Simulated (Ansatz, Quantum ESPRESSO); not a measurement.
## PrHg (Pm-3m): zone-centre phonons

Wanted: the vibrations of PrHg (Pm-3m) at Γ, by two programs.

Calculated with Quantum ESPRESSO 7.5; DFT PBEsol, scalar-relativistic, plane waves, PseudoDojo norm-conserving, 4f in core pseudopotentials.

This is a report of a sequence of runs, with most program output left out.

## 1. Starting point

The structure is cubic, space group Pm-3m (No. 221). The conventional cell has a = 3.799 Å, b = 3.799 Å, c = 3.799 Å, α = 90.00°, β = 90.00°, γ = 90.00°. Pr has 8 Hg at 3.29 Å nearest. Nearest to Hg lie 8 Pr at 3.29 Å. Farther neighbours are not listed.

## 2. A probe with smearing

A cheap run with smearing and empty bands tells whether the crystal has a gap, which decides between fixed occupations and smearing later on.

Contents of probe.in:

```
&control
   calculation = 'scf'
   prefix = 'x'
   outdir = './tmp'
   pseudo_dir = './pseudo'
   tprnfor = .true.
   tstress = .true.
   verbosity = 'high'
/
&system
   ibrav = 1
   celldm(1) = 7.17906955
   nat = 2
   ntyp = 2
   ecutwfc = 58.0
   input_dft = 'pbesol'
   occupations = 'smearing'
   smearing = 'gaussian'
   degauss = 0.01
/
&electrons
   conv_thr = 1.0d-07
   mixing_beta = 0.7
   electron_maxstep = 100
/
ATOMIC_SPECIES
 Pr    140.9077  Pr.upf
 Hg    200.5920  Hg.upf
ATOMIC_POSITIONS crystal
 Pr     0.500000000   0.500000000   0.500000000
 Hg     0.000000000   0.000000000   0.000000000
K_POINTS automatic
 6 6 6 0 0 0
```

The run is started by

```sh
$ OMP_NUM_THREADS=1 mpirun -n 4 pw.x -nk 4 -in probe.in > probe.out
```

Wall time 3.9 s (4 MPI ranks of Arm Neoverse V2, shared host).

This step gave:

| Item | Value |
| --- | --- |
| volume per atom | 27.41 Å³ |
| pressure | -1.077 GPa |
| gap on the k-mesh | 0 eV |

No gap opens on this mesh, so smearing is kept; the start stands at -1.1 GPa.

## 3. Relaxation

Frequencies change by per cents with a per cent of volume, so the structure is first brought to rest at this level of theory.

Contents of relax.in:

```
&control
   calculation = 'vc-relax'
   prefix = 'x'
   outdir = './tmp'
   pseudo_dir = './pseudo'
   tprnfor = .true.
   tstress = .true.
   forc_conv_thr = 2.0d-05
   etot_conv_thr = 1.0d-07
   nstep = 40
/
&system
   ibrav = 1
   celldm(1) = 7.17906955
   nat = 2
   ntyp = 2
   ecutwfc = 58.0
   input_dft = 'pbesol'
   occupations = 'smearing'
   smearing = 'mv'
   degauss = 0.02
/
&electrons
   conv_thr = 1.0d-11
   mixing_beta = 0.7
   electron_maxstep = 100
/
&ions
/
&cell
   press_conv_thr = 0.1
/
ATOMIC_SPECIES
 Pr    140.9077  Pr.upf
 Hg    200.5920  Hg.upf
ATOMIC_POSITIONS crystal
 Pr     0.500000000   0.500000000   0.500000000
 Hg     0.000000000   0.000000000   0.000000000
K_POINTS automatic
 8 8 8 0 0 0
```

The run is started by

```sh
$ OMP_NUM_THREADS=1 mpirun -n 4 pw.x -nk 4 -in relax.in > relax.out
```

Wall time 34 s (4 MPI ranks); 2.3 min of CPU time.

Relaxation path:

| step | energy less that of the first step (eV) | largest force (eV/Å) | pressure (GPa) | volume (Å³) |
| --- | --- | --- | --- | --- |
| 1 | 0.0000 | 0.0000 | -0.80 | 54.83 |
| 2 | -0.0009 | 0.0000 | -0.53 | 54.61 |
| 3 | -0.0016 | 0.0000 | -0.12 | 54.27 |
| 4 | -0.0016 | 0.0000 | 0.00 | 54.18 |
| 5 | -0.0016 | 0.0000 | 0.00 | 54.18 |
| 6 | -0.0003 | 0.0000 | -0.04 | 54.18 |

```csv
"conventional cell, symmetrised",before,after,change
a (Å),3.799,3.784,-0.4 %
b (Å),3.799,3.784,-0.4 %
c (Å),3.799,3.784,-0.4 %
volume (Å³/atom),27.41,27.09,-1.2 %
```

Final coordinates:

```xyz
2
Lattice="3.7839 0.0000 0.0000 0.0000 3.7839 0.0000 0.0000 0.0000 3.7839" Properties=species:S:1:pos:R:3 pbc="T T T"
Pr    1.8920    1.8920    1.8920
Hg    0.0000    0.0000    0.0000
```

The last row of the table of steps is pw.x's closing run on a basis chosen anew for the final cell, so its energy can jump.

This step gave:

| Property | Result |
| --- | --- |
| volume per atom | 27.09 Å³ |
| pressure | -0.04400 GPa |

The volume changes by -1.2 % from the cell with which this run began.

## 4. Ground state

Perturbation theory inherits every error of the wavefunctions, so the threshold is set near the limit of the arithmetic. Smearing stays on, as the first look found no gap above 0.3 eV.

Contents of scf.in:

```
&control
   calculation = 'scf'
   prefix = 'x'
   outdir = './tmp'
   pseudo_dir = './pseudo'
   tprnfor = .true.
   tstress = .true.
/
&system
   ibrav = 1
   celldm(1) = 7.15058704
   nat = 2
   ntyp = 2
   ecutwfc = 58.0
   input_dft = 'pbesol'
   occupations = 'smearing'
   smearing = 'mv'
   degauss = 0.02
/
&electrons
   conv_thr = 1.0d-12
   mixing_beta = 0.7
   electron_maxstep = 100
/
ATOMIC_SPECIES
 Pr    140.9077  Pr.upf
 Hg    200.5920  Hg.upf
ATOMIC_POSITIONS crystal
 Pr     0.500000000   0.500000000   0.500000000
 Hg     0.000000000   0.000000000   0.000000000
K_POINTS automatic
 8 8 8 0 0 0
```

The run is started by

```sh
$ OMP_NUM_THREADS=1 mpirun -n 4 pw.x -nk 4 -in scf.in > scf.out
```

Elapsed: 7.5 s, on 4 MPI ranks; 30 s of CPU time.

This step gave:

```
pressure : -0.04300 GPa
```

The cell stands at -0.043 GPa, close enough for phonons.

## 5. Linear response at Γ

At q = 0 one unit cell holds all displacements; symmetry groups them into irreducible representations that are solved one by one. With smeared occupations no response to a homogeneous field can be asked.

Contents of ph.in:

```
phonons
&inputph
   prefix = 'x'
   outdir = './tmp'
   fildyn = 'g.dyn'
   tr2_ph = 1.0d-18
   alpha_mix(1) = 0.4
   nmix_ph = 8
/
0.000000000 0.000000000 0.000000000
```

The run is started by

```sh
$ OMP_NUM_THREADS=1 mpirun -n 4 ph.x -nk 4 -in ph.in > ph.out
```

The job ended after 2.1 min (4 MPI ranks; 8.4 min of CPU time).

Read from the output:

| Property | Result |
| --- | --- |
| largest acoustic frequency at the zone centre before the sum rule | -7.74 cm⁻¹ |
| highest optical zone-centre mode (no LO-TO term) | 83.91 cm⁻¹ |
| lowest optical zone-centre mode | 83.91 cm⁻¹ |

The acoustic modes at Γ come out as far as 7.7 cm⁻¹ from zero, where they should vanish, a small numerical error.

## 6. Zone-centre analysis

A rigid shift of the crystal must cost nothing, but grids and finite bases break this; the acoustic sum rule is imposed before the matrix is diagonalised again.

Contents of dynmat.in:

```
&input
   fildyn = 'g.dyn'
   asr = 'simple'
   fileig = 'dynmat.eig'
/
```

The run is started by

```sh
$ dynmat.x -in dynmat.in > dynmat.out
```

The job ended after 0.47 s (1 thread).

Numbers from this step:

| Quantity | Value |
| --- | --- |
| highest optical zone-centre mode (no LO-TO term) | 84.18 cm⁻¹ |
| lowest optical zone-centre mode | 84.18 cm⁻¹ |

Unit eigenvectors of the mass-weighted matrix after the sum rule; no LO-TO term. The modes at Γ (shares of kinetic energy by element, %):

```
mode  frequency (cm⁻¹)  symmetry  Pr %  Hg %
   1               0.0  acoustic    41    59
   2               0.0  acoustic    41    59
   3               0.0  acoustic    41    59
   4              84.2       T1u    59    41
   5              84.2       T1u    59    41
   6              84.2       T1u    59    41
```

Displacements in mode 5 (84.2 cm⁻¹), the largest set to 1:
```
Pr1  0.00  0.00  1.00
Hg2  0.00  0.00 -0.70
```

The rule moves no optical mode by more than 0.3 cm⁻¹.

## 7. Sum rules set otherwise: a sum rule for molecules or wires on a crystal

This rule also removes rotations, which suits molecules and not a crystal; it is tried to see the harm.

Contents of dynmat.in:

```
&input
   fildyn = 'g.dyn'
   asr = 'zero-dim'
   fileig = 'dynmat.eig'
/
```

The run is started by

```sh
$ dynmat.x -in dynmat.in > dynmat.out
```

It took 0.48 s on 1 thread.

The run ended normally, but on settings that are not sound.

The fault: a sum rule for molecules or wires on a crystal; 2 optical modes are projected out to zero frequency, as if they were rotations.

For a crystal the rule has to be 'simple' or 'crystal'.

Zone-centre frequencies as printed; negative means imaginary. Modes:

```csv
mode,frequency (cm⁻¹)
1,0
2,0
3,0
4,0
5,0
6,83.81
```

## 8. Cross-check with Ansatz

The same cell goes through another code at the same cutoff. The potentials differ. Its k mesh is centred on Γ.

This step: DFT PBEsol, scalar-relativistic, plane waves, norm-conserving pseudopotentials, 4f in core (Ansatz 0.2.0).

Contents of input.yaml:

```yaml
crystal:
  lattice:
    - [3.7839277082, 0.0, 0.0]
    - [0.0, 3.7839277082, 0.0]
    - [0.0, 0.0, 3.7839277082]
  atoms:
    - { symbol: Pr, position: [0.5, 0.5, 0.5] }
    - { symbol: Hg, position: [0.0, 0.0, 0.0] }
kpoints:
  mp_grid: { grid: [8, 8, 8] }
hamiltonian:
  xc: pbesol
  pseudopotentials:
    kind: nc
    azcp: { Pr: "pseudopotentials/pbe/nc/lanthanide_3plus/Pr.nc.azcp" }
    accuracy: standard
scf:
  occupations: { method: cold, width: 0.27211 }
output:
  eigenvalues: true
basis:
  ecutwfc: 789.13
phonons:
  method: dfpt
```

The run is started by

```sh
$ ansatz run input.yaml --threads 4 --pin off --max-ram 8192MiB --backend cpu --events-out ev --progress --plain --runs-dir out
```

Run time: 12 s. Hardware: 4 threads; peak memory 0.82 GiB; 45 s of CPU time.

This step gave:

- sum-rule residual before enforcement: 8.55e-5 eV/Å²
- highest optical zone-centre mode (no LO-TO term): 83.34 cm⁻¹
- lowest optical zone-centre mode: 83.34 cm⁻¹

## 9. Side by side: QE PseudoDojo and Ansatz, PseudoDojo

Numbers from this step:

```
root-mean-square difference : 0.84 cm⁻¹
largest difference          : 0.84 cm⁻¹
```

Frequencies side by side, by row:

```
q (reciprocal lattice)  mode  QE PseudoDojo (cm⁻¹)  Ansatz, PseudoDojo (cm⁻¹)
                 0 0 0     1                     0                          0
                 0 0 0     2                     0                          0
                 0 0 0     3                     0                          0
                 0 0 0     4                 84.18                      83.34
                 0 0 0     5                 84.18                      83.34
                 0 0 0     6                 84.18                      83.34
```

At the zone centre the largest difference (acoustic modes at Γ apart) is 1.0 % of the highest mode.

## 10. Summary of results

* space group after relaxation: Pm-3m
* volume per atom: 27.1 Å³
* highest optical zone-centre mode (no LO-TO term): 84.2 cm⁻¹
* imaginary optical modes at the zone centre (no q mesh in this session): none
* largest difference from Ansatz, PseudoDojo: 0.84 cm⁻¹

At the PBEsol level the optical modes of PrHg (Pm-3m) at the zone centre lie at 84 cm⁻¹. QE PseudoDojo and Ansatz, PseudoDojo agree to 0.84 cm⁻¹ (1.0 % of the highest mode compared) on all solved modes but the acoustic ones at Γ, without the LO-TO term. These are harmonic frequencies at zero temperature: anharmonic shifts and linewidths and thermal expansion are left out. Spin-orbit coupling is left out, which can matter for the heavy elements here. In a metal the frequencies hang on the k mesh and the smearing, most of all near Kohn anomalies. The runs are without spin polarisation, although the cell has an odd electron count or an open d or f shell, so a magnetic state was not tested. The 4f electrons are frozen in the core as for a trivalent ion, in files made for PBE, so their moments and any magnetic order are left out. The relaxation ran at 58 Ry, under the 66 Ry recommended for these files; the stress of so short a basis can leave the cell about one per cent too small. Ansatz warns that the cutoff lies 12 % under the one recommended for these files; agreement at one cutoff is not convergence.

[Host names and launcher messages were left out of these logs when they were recorded.]

[Logs are printed without paths, hosts, clocks, repeated set-up lines and the standing remarks that a program may print on its own settings, such as how far it seeks lower states.]

[Hosts, paths, dates, database ids (printed as entryN), source tags and the programs' standing remarks are cut or masked in the printed files.]
